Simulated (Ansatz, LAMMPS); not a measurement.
# Structural relaxation of a frame of liquid mixture of sulfolane and H2O from 380 K (192 atoms), part 2 of 3

Aim: bring a frame of liquid mixture of sulfolane and H2O from 380 K (192 atoms) to a nearby minimum of the energy and see what moves.

Ansatz 0.2.0; Kohn-Sham DFT, PBE+D4, PAW (set soft_2), plane waves.

The cell: 28 O, 12 S, 48 C and 104 H. The network of contacts between molecules at the start is that of the classical potential that made the cell. The density was typed from a rule of thumb and may lie off the real one at this temperature. Only the Γ point is sampled, in a cell whose shortest periodic width is 13 Å.

So far. Step 3 (Single point at the start): Neighbours are counted within 1.34 Å (H-C), 1.21 Å (H-O), 1.85 Å (C-C), 2.21 Å (C-S), 1.93 Å (O-S).

**4. Relaxation**

The atoms are relaxed in the fixed cell, aiming at the force tolerance of the input.

File input.yaml:

```yaml
crystal:
  lattice:
    - [12.92274, 0.0, 0.0]
    - [0.0, 12.92274, 0.0]
    - [0.0, 0.0, 12.92274]
  atoms:
    [... the 192 atom lines of step 3 ...]
kpoints:
  mp_grid: { grid: [1, 1, 1] }
hamiltonian:
  xc: pbe
  dispersion: d4
scf:
  occupations: { method: fermi_dirac, width: 0.025 }
output:
  forces: true
relax:
  f_tol: 0.05
  max_steps: 200
```

Command:

```bash
> ansatz run input.yaml --threads 4 --pin off --max-ram 8192MiB --backend cpu --events-out ev --progress --plain --runs-dir out
```

Numbers of over 12 decimals in the logs are rounded to 6 here.

The program printed:

```text
[...]
Crystal: 192 atoms, lattice volume = 2158.062 Å³
Basis set: ecut = 420 eV, 42211 PW (Γ), exchange–correlation on 180×180×180 points (8 copies of the dense FFT grid, shifted against one another)
Bands: 460, of which v1, the nominal top of the filled ones, is band 268 counted from 1 (267 counted from 0)
Symmetry: 1 space group operations
[...]
k-points: 1
[...]
SCF iter   1: F=—  HF=-40411.274042 eV  |F-HF|=—  |Δ(HF+E_count)|=         —  Δρ=6.78e-3  dr2=1.25e0  ethr=1.77e-3  ⟨swp⟩=7.0  Hψ=2245  notcnv=0  defer=76
[...]
SCF iter   7: F=-40410.932997 eV  HF=-40410.933012 eV  |F-HF|=1.57e-5  |Δ(HF+E_count)|=   8.58e-5  Δρ=3.37e-5  dr2=3.10e-5  ethr=1.17e-8  ⟨swp⟩=3.0  Hψ=1274  notcnv=0
SCF 1 converged in 7 iterations: F = -40410.932997 eV  dr2 = 3.10e-5
[...]
relax step   1: F+E_penalty+E_count = -40410.93299663 eV  Δ(F+E_penalty+E_count) = +0.000e0 eV  max|allowed force component| = 3.499e0 eV/Å  Δτ_max = 0.0000 Å  (7 SCF iters, dr2 threshold 6.25e-5 eV, accepted)
[...]
relax step   2: F+E_penalty+E_count = -40418.32742264 eV  Δ(F+E_penalty+E_count) = -7.394e0 eV  max|allowed force component| = 2.024e0 eV/Å  Δτ_max = 0.1948 Å  (7 SCF iters, dr2 threshold 1.00e-4 eV, accepted)
[...]
relax step   3: F+E_penalty+E_count = -40420.48060130 eV  Δ(F+E_penalty+E_count) = -2.153e0 eV  max|allowed force component| = 8.305e-1 eV/Å  Δτ_max = 0.2000 Å  (7 SCF iters, dr2 threshold 1.00e-4 eV, accepted)
relax step   4: F+E_penalty+E_count = -40420.88787304 eV  Δ(F+E_penalty+E_count) = -4.073e-1 eV  max|allowed force component| = 4.428e-1 eV/Å  Δτ_max = 0.2000 Å  (7 SCF iters, dr2 threshold 1.00e-4 eV, accepted)
relax step   5: F+E_penalty+E_count = -40421.24349184 eV  Δ(F+E_penalty+E_count) = -3.556e-1 eV  max|allowed force component| = 1.015e0 eV/Å  Δτ_max = 0.1940 Å  (7 SCF iters, dr2 threshold 3.30e-5 eV, accepted)
relax step   6: F+E_penalty+E_count = -40421.31608912 eV  Δ(F+E_penalty+E_count) = -7.260e-2 eV  max|allowed force component| = 1.772e0 eV/Å  Δτ_max = 0.1907 Å  (6 SCF iters, dr2 threshold 1.00e-4 eV, accepted)
relax step   7: F+E_penalty+E_count = -40421.53462955 eV  Δ(F+E_penalty+E_count) = -2.185e-1 eV  max|allowed force component| = 2.324e-1 eV/Å  Δτ_max = 0.2000 Å  (7 SCF iters, dr2 threshold 1.00e-4 eV, accepted)
relax step   8: F+E_penalty+E_count = -40421.64309597 eV  Δ(F+E_penalty+E_count) = -1.085e-1 eV  max|allowed force component| = 1.750e-1 eV/Å  Δτ_max = 0.1968 Å  (9 SCF iters, dr2 threshold 3.38e-6 eV, accepted)
relax step   9: F+E_penalty+E_count = -40421.67733493 eV  Δ(F+E_penalty+E_count) = -3.424e-2 eV  max|allowed force component| = 7.287e-1 eV/Å  Δτ_max = 0.1946 Å  (11 SCF iters, accepted)
relax step  10: F+E_penalty+E_count = -40421.54695609 eV  Δ(F+E_penalty+E_count) = +1.304e-1 eV  max|allowed force component| = 2.227e0 eV/Å  Δτ_max = 0.1826 Å  (6 SCF iters, dr2 threshold 1.00e-4 eV, rejected (line search))
relax step  11: F+E_penalty+E_count = -40421.76611107 eV  Δ(F+E_penalty+E_count) = -8.878e-2 eV  max|allowed force component| = 9.144e-2 eV/Å  Δτ_max = 0.0913 Å  (9 SCF iters, accepted)
relax step  12: F+E_penalty+E_count = -40421.78592870 eV  Δ(F+E_penalty+E_count) = -1.982e-2 eV  max|allowed force component| = 9.607e-2 eV/Å  Δτ_max = 0.1000 Å  (10 SCF iters, accepted)
relax step  13: F+E_penalty+E_count = -40421.81622961 eV  Δ(F+E_penalty+E_count) = -3.030e-2 eV  max|allowed force component| = 1.287e-1 eV/Å  Δτ_max = 0.1471 Å  (10 SCF iters, accepted)
relax step  14: F+E_penalty+E_count = -40421.80295372 eV  Δ(F+E_penalty+E_count) = +1.328e-2 eV  max|allowed force component| = 6.873e-1 eV/Å  Δτ_max = 0.1478 Å  (7 SCF iters, dr2 threshold 1.66e-5 eV, rejected (line search))
relax step  15: F+E_penalty+E_count = -40421.82569147 eV  Δ(F+E_penalty+E_count) = -9.462e-3 eV  max|allowed force component| = 3.419e-1 eV/Å  Δτ_max = 0.0719 Å  (10 SCF iters, accepted)
relax step  16: F+E_penalty+E_count = -40421.83677851 eV  Δ(F+E_penalty+E_count) = -1.109e-2 eV  max|allowed force component| = 2.878e-1 eV/Å  Δτ_max = 0.0967 Å  (6 SCF iters, dr2 threshold 1.00e-4 eV, accepted)
relax step  17: F+E_penalty+E_count = -40421.84554233 eV  Δ(F+E_penalty+E_count) = -8.764e-3 eV  max|allowed force component| = 2.659e-1 eV/Å  Δτ_max = 0.1484 Å  (7 SCF iters, dr2 threshold 5.87e-5 eV, accepted)
relax step  18: F+E_penalty+E_count = -40421.85529744 eV  Δ(F+E_penalty+E_count) = -9.755e-3 eV  max|allowed force component| = 1.975e-1 eV/Å  Δτ_max = 0.0862 Å  (6 SCF iters, dr2 threshold 5.01e-5 eV, accepted)
relax step  19: F+E_penalty+E_count = -40421.87128066 eV  Δ(F+E_penalty+E_count) = -1.598e-2 eV  max|allowed force component| = 2.052e-1 eV/Å  Δτ_max = 0.1948 Å  (7 SCF iters, dr2 threshold 2.15e-5 eV, accepted)
relax step  20: F+E_penalty+E_count = -40421.87759411 eV  Δ(F+E_penalty+E_count) = -6.313e-3 eV  max|allowed force component| = 2.029e-1 eV/Å  Δτ_max = 0.0794 Å  (6 SCF iters, dr2 threshold 2.33e-5 eV, accepted)
[...]
relax step  26: F+E_penalty+E_count = -40421.92149991 eV  Δ(F+E_penalty+E_count) = -4.949e-3 eV  max|allowed force component| = 2.250e-1 eV/Å  Δτ_max = 0.1794 Å  (8 SCF iters, dr2 threshold 3.02e-6 eV, accepted)
relax step  27: F+E_penalty+E_count = -40421.92699310 eV  Δ(F+E_penalty+E_count) = -5.493e-3 eV  max|allowed force component| = 1.724e-1 eV/Å  Δτ_max = 0.0439 Å  (6 SCF iters, dr2 threshold 1.70e-5 eV, accepted)
relax step  28: F+E_penalty+E_count = -40421.93104646 eV  Δ(F+E_penalty+E_count) = -4.053e-3 eV  max|allowed force component| = 1.819e-1 eV/Å  Δτ_max = 0.0399 Å  (6 SCF iters, dr2 threshold 1.75e-5 eV, accepted)
relax step  29: F+E_penalty+E_count = -40421.93681926 eV  Δ(F+E_penalty+E_count) = -5.773e-3 eV  max|allowed force component| = 1.377e-1 eV/Å  Δτ_max = 0.1376 Å  (7 SCF iters, dr2 threshold 1.94e-5 eV, accepted)
relax step  30: F+E_penalty+E_count = -40421.93868998 eV  Δ(F+E_penalty+E_count) = -1.871e-3 eV  max|allowed force component| = 8.296e-2 eV/Å  Δτ_max = 0.0571 Å  (7 SCF iters, dr2 threshold 1.09e-5 eV, accepted)
relax step  31: F+E_penalty+E_count = -40421.94047412 eV  Δ(F+E_penalty+E_count) = -1.784e-3 eV  max|allowed force component| = 7.490e-2 eV/Å  Δτ_max = 0.0557 Å  (9 SCF iters, accepted)
relax step  32: F+E_penalty+E_count = -40421.94192146 eV  Δ(F+E_penalty+E_count) = -1.447e-3 eV  max|allowed force component| = 8.393e-2 eV/Å  Δτ_max = 0.0383 Å  (9 SCF iters, accepted)
relax step  33: F+E_penalty+E_count = -40421.94404649 eV  Δ(F+E_penalty+E_count) = -2.125e-3 eV  max|allowed force component| = 8.115e-2 eV/Å  Δτ_max = 0.0597 Å  (7 SCF iters, dr2 threshold 5.74e-6 eV, accepted)
relax step  34: F+E_penalty+E_count = -40421.94377699 eV  Δ(F+E_penalty+E_count) = +2.695e-4 eV  max|allowed force component| = 8.741e-2 eV/Å  Δτ_max = 0.0856 Å  (7 SCF iters, dr2 threshold 6.16e-6 eV, rejected (line search))
relax step  35: F+E_penalty+E_count = -40421.94609799 eV  Δ(F+E_penalty+E_count) = -2.052e-3 eV  max|allowed force component| = 3.666e-2 eV/Å  Δτ_max = 0.0420 Å  (9 SCF iters, accepted)
relax step  36: F+E_penalty+E_count = -40421.94839747 eV  Δ(F+E_penalty+E_count) = -2.299e-3 eV  max|allowed force component| = 8.687e-2 eV/Å  Δτ_max = 0.0972 Å  (9 SCF iters, accepted)
relax step  37: F+E_penalty+E_count = -40421.94757254 eV  Δ(F+E_penalty+E_count) = +8.249e-4 eV  max|allowed force component| = 1.422e-1 eV/Å  Δτ_max = 0.0944 Å  (9 SCF iters, rejected (line search))
relax step  38: F+E_penalty+E_count = -40421.95015421 eV  Δ(F+E_penalty+E_count) = -1.757e-3 eV  max|allowed force component| = 6.966e-2 eV/Å  Δτ_max = 0.0466 Å  (9 SCF iters, accepted)
relax step  39: F+E_penalty+E_count = -40421.95107341 eV  Δ(F+E_penalty+E_count) = -9.192e-4 eV  max|allowed force component| = 8.476e-2 eV/Å  Δτ_max = 0.0725 Å  (7 SCF iters, dr2 threshold 3.12e-6 eV, accepted)
relax step  40: F+E_penalty+E_count = -40421.95154627 eV  Δ(F+E_penalty+E_count) = -4.729e-4 eV  max|allowed force component| = 1.251e-1 eV/Å  Δτ_max = 0.0572 Å  (7 SCF iters, dr2 threshold 4.62e-6 eV, accepted)
relax step  41: F+E_penalty+E_count = -40421.95244933 eV  Δ(F+E_penalty+E_count) = -9.031e-4 eV  max|allowed force component| = 1.214e-1 eV/Å  Δτ_max = 0.0285 Å  (5 SCF iters, dr2 threshold 1.56e-5 eV, accepted)
relax step  42: F+E_penalty+E_count = -40421.94612448 eV  Δ(F+E_penalty+E_count) = +6.325e-3 eV  max|allowed force component| = 1.058e-1 eV/Å  Δτ_max = 0.1048 Å  (5 SCF iters, dr2 threshold 1.39e-5 eV, rejected (line search))
relax step  43: F+E_penalty+E_count = -40421.95418145 eV  Δ(F+E_penalty+E_count) = -1.732e-3 eV  max|allowed force component| = 6.729e-3 eV/Å  Δτ_max = 0.0228 Å  (8 SCF iters, accepted)
relax step  44: F+E_penalty+E_count = -40421.95542116 eV  Δ(F+E_penalty+E_count) = -1.240e-3 eV  max|allowed force component| = 2.361e-2 eV/Å  Δτ_max = 0.0536 Å  (9 SCF iters, accepted)
relax step  45: F+E_penalty+E_count = -40421.95651394 eV  Δ(F+E_penalty+E_count) = -1.093e-3 eV  max|allowed force component| = 8.903e-2 eV/Å  Δτ_max = 0.1463 Å  (10 SCF iters, accepted)
relax step  46: F+E_penalty+E_count = -40421.95777324 eV  Δ(F+E_penalty+E_count) = -1.259e-3 eV  max|allowed force component| = 4.286e-2 eV/Å  Δτ_max = 0.0418 Å  (6 SCF iters, dr2 threshold 7.93e-6 eV, accepted)
[...]
relax step  47: F+E_penalty+E_count = -40421.95777611 eV  Δ(F+E_penalty+E_count) = -2.877e-6 eV  max|allowed force component| = 4.267e-2 eV/Å  Δτ_max = 0.0000 Å  (4 SCF iters, accepted)
SCF converged after 4 iterations
Free energy (F): -40421.957776 eV
[...]
Internal energy: -40421.957776 eV  (E = F + TS)
E sigma→0 (E₀):  -40421.957776 eV
Fermi energy:    1.447590 eV
[...]
--- Forces (eV/Å), atoms counted from 1 ---
  atom   1  O      0.01325226     0.00358836     0.00034142
  atom   2  S     -0.01650135     0.01019862    -0.00365391
  atom   3  O      0.00410051    -0.01202790     0.00327710
  atom   4  C     -0.00272941     0.00237756    -0.00234383
  atom   5  C     -0.00122421    -0.00076264    -0.00060254
  atom   6  C      0.00035757     0.00127938    -0.00016905
  atom   7  C     -0.00234532     0.00144473    -0.00177906
  atom   8  H      0.00106377     0.00074148    -0.00022667
  atom   9  H     -0.00091706    -0.00003665    -0.00069308
  atom  10  H     -0.00066711    -0.00244463     0.00209797
  atom  11  H      0.00369033     0.00077750    -0.00202173
  atom  12  H      0.00137566     0.00139721    -0.00090109
  atom  13  H      0.00036685    -0.00241626     0.00242009
  atom  14  H     -0.00219128    -0.00361232     0.00259388
[...]
atom 191  H      0.00833572     0.00464646    -0.00116442
  atom 192  H     -0.00688035     0.00203197    -0.00471966
  max |Σ_I F_I| component: 9.46e-5 eV/Å
--- Relaxed structure (47 steps of the walk, 42 accepted, 0 SCFs on fresh bases) ---
  F+E_penalty+E_count = -40421.95777611 eV   max|allowed force component| = 4.267e-2 eV/Å
  atoms:
    - { symbol: O, position: [0.102566, 1.016587, 0.905011] }
    - { symbol: S, position: [0.103208, 0.127704, 0.880893] }
    - { symbol: O, position: [0.202877, 0.181595, 0.885973] }
    - { symbol: C, position: [0.00763228, 0.194066, 0.959496] }
[...]
- { symbol: H, position: [0.076183, 0.450385, 0.708623] }
```

Run time: 14 min. Hardware: 4 threads of Intel Xeon Platinum 8259CL at 2.50GHz (Skylake/Cascade Lake), shared host; peak memory 3 GiB; 52 min of CPU time.

Step by step (22 of 47):

```
step  energy less that of the first step (eV)  largest force component (eV/Å)
   1                                   0.0000                          3.4993
   3                                  -9.5476                          0.8305
   5                                 -10.3105                          1.0154
   8                                 -10.7101                          0.1750
  10                                 -10.6140                          2.2270
  12                                 -10.8529                          0.0961
  14                                 -10.8700                          0.6873
  16                                 -10.9038                          0.2878
  19                                 -10.9383                          0.2052
  21                                 -10.9516                          0.5098
  23                                 -10.9674                          0.3045
  25                                 -10.9836                          0.0984
  27                                 -10.9940                          0.1724
  29                                 -11.0038                          0.1377
  32                                 -11.0089                          0.0839
  34                                 -11.0108                          0.0874
  36                                 -11.0154                          0.0869
  38                                 -11.0172                          0.0697
  40                                 -11.0185                          0.1251
  43                                 -11.0212                          0.0067
  45                                 -11.0235                          0.0890
  47                                 -11.0248                          0.0427
```

Relaxation steps 10, 14, 34, 37, 42 were tried and not accepted.

The atoms that moved most (Å):

```
atom      dx      dy      dz  length
 H75  -0.836  -0.193   1.571   1.790
H165   1.530  -0.625   0.285   1.677
 H74  -1.245   0.149   0.892   1.539
 O61  -0.066  -0.856   1.273   1.535
 H28   1.366  -0.174  -0.654   1.525
 H10  -0.950   0.534   1.019   1.492
  H9  -0.936  -0.273   1.100   1.470
 H42  -0.577   0.983   0.849   1.421
```

The relaxation changed the energy by -57.4 meV/atom, and atoms moved by 0.82 Å r.m.s., 1.8 Å at most.

**5. Local order after relaxation**

Bonds before and after, by the cutoffs listed below:

```
pair  bonds before  bonds after  mean before (Å)  mean after (Å)  spread before (Å)  spread after (Å)
 H-C            96           96            1.093           1.097              0.034             0.002
 H-O             8            8            1.000           0.978              0.000             0.002
 C-C            36           36            1.509           1.533              0.032             0.006
 C-S            24           24            1.763           1.817              0.040             0.006
 O-S            24           24            1.460           1.466              0.023             0.004
```

Density 1.17 g/cm³, 11.24 Å³ an atom.

g(r), total and by pair (bins of 0.2 Å):

```
r (Å)  total   H-H    H-C   H-O   H-S    C-C   C-O
 0.90   0.39  0.00   0.00  2.48  0.00   0.00  0.00
 1.10   3.84  0.00  14.18  0.00  0.00   0.00  0.00
 1.30   0.00  0.00   0.00  0.00  0.00   0.00  0.00
 1.50   1.31  0.26   0.00  0.00  0.00  11.55  0.00
 1.70   0.64  2.17   0.00  0.00  0.00   0.00  0.00
 1.90   0.48  0.24   0.00  0.49  0.00   0.00  0.00
 2.10   1.12  0.00   4.04  0.14  0.00   0.00  0.00
 2.30   0.86  0.35   1.15  0.49  5.50   0.00  0.00
 2.50   1.06  2.15   0.00  0.85  0.35   2.95  0.00
 2.70   1.67  1.73   0.47  3.07  0.00   1.23  4.21
 2.90   0.64  0.76   0.56  1.04  0.88   0.00  0.00
 3.10   0.81  1.36   0.53  1.06  1.21   0.00  0.19
 3.30   0.73  0.49   0.72  1.24  1.34   0.00  1.35
 3.50   1.15  0.76   1.59  1.31  0.85   0.00  2.66
 3.70   0.93  0.68   0.89  0.88  2.06   0.27  2.38
 3.90   0.95  1.31   0.71  0.97  1.00   0.54  1.10
 4.10   0.74  0.94   0.63  0.63  0.61   0.39  0.69
 4.30   1.01  0.96   0.80  1.71  0.89   0.72  0.76
 4.50   0.96  0.84   0.95  1.22  0.71   0.81  1.04
 4.70   0.95  0.78   0.93  1.21  0.96   0.68  1.28
 4.90   0.93  1.02   0.82  0.77  1.25   0.83  1.06
 5.10   1.01  1.06   1.00  0.99  1.17   1.21  0.69
 5.30   0.96  0.96   0.98  0.79  0.97   1.06  1.07
 5.50   0.99  1.01   1.11  0.92  0.75   0.86  0.97
 5.70   1.04  1.00   1.08  1.10  0.83   1.13  1.08
 5.90   1.10  1.03   1.18  0.84  1.13   1.54  1.15
 6.10   1.10  1.08   1.05  1.07  1.15   1.44  0.90
 6.30   1.02  1.08   1.04  1.03  0.83   1.24  0.69
```

Bonds by pair of elements; cutoffs follow the first minimum of g(r), held within bounds set by covalent radii, and pairs that aren't listed don't count as bonded:

```
pair A-B  cutoff (Å)  bonds  mean length (Å)  spread (Å)  shortest (Å)  B about A  A about B
     H-C        1.34     96             1.10       0.002          1.09      0.923          2
     H-O        1.21      8            0.978       0.002         0.975      0.077      0.286
     C-C        1.85     36             1.53       0.006          1.52        1.5        1.5
     C-S        2.21     24             1.82       0.006          1.80        0.5          2
     O-S        1.88     24             1.47       0.004          1.46      0.857          2
```

How many atoms have how many bonded neighbours:

```
element  mean    1  2   4
      C     4    0  0  48
      H     1  104  0   0
      O  1.14   24  4   0
      S     4    0  0  12
```

Bond angles (no mean is given where the spread exceeds 20°):

```
angle  count  mean (°)  spread (°)
C-C-H    144       112           2
H-C-H     48       109         1.3
H-C-S     48       107         0.9
C-S-O     48       110         1.1
C-C-S     24       104           1
```

Bond length by coordination (bonds to H left out):

```
element  coordination  atoms  mean bond length (Å)
      O             1     24                  1.47
```

Rings of the network by King's shortest-path rule, up to 12 atoms, one path for each pair of neighbours; H, halogens, alkali and alkaline-earth atoms are left out, and the last column divides by all other atoms, bonded or not:

```
ring size (atoms)  rings  per network atom
                5     12             0.136
```

By these cutoffs all C atoms have 4, all H atoms have 1, 86 % of O atoms have 1 and all S atoms have 4 bonded neighbours. The C-C-H angle averages 112° with a spread of 2°. All rings counted have 5 atoms.

[end of part 2 of 3]

[Logs are printed without paths, hosts, clocks, repeated set-up lines and the standing remarks that a program may print on its own settings, such as how far it seeks lower states.]

[Hosts, paths, dates, database ids (printed as entryN), source tags and the programs' standing remarks are cut or masked in the printed files.]
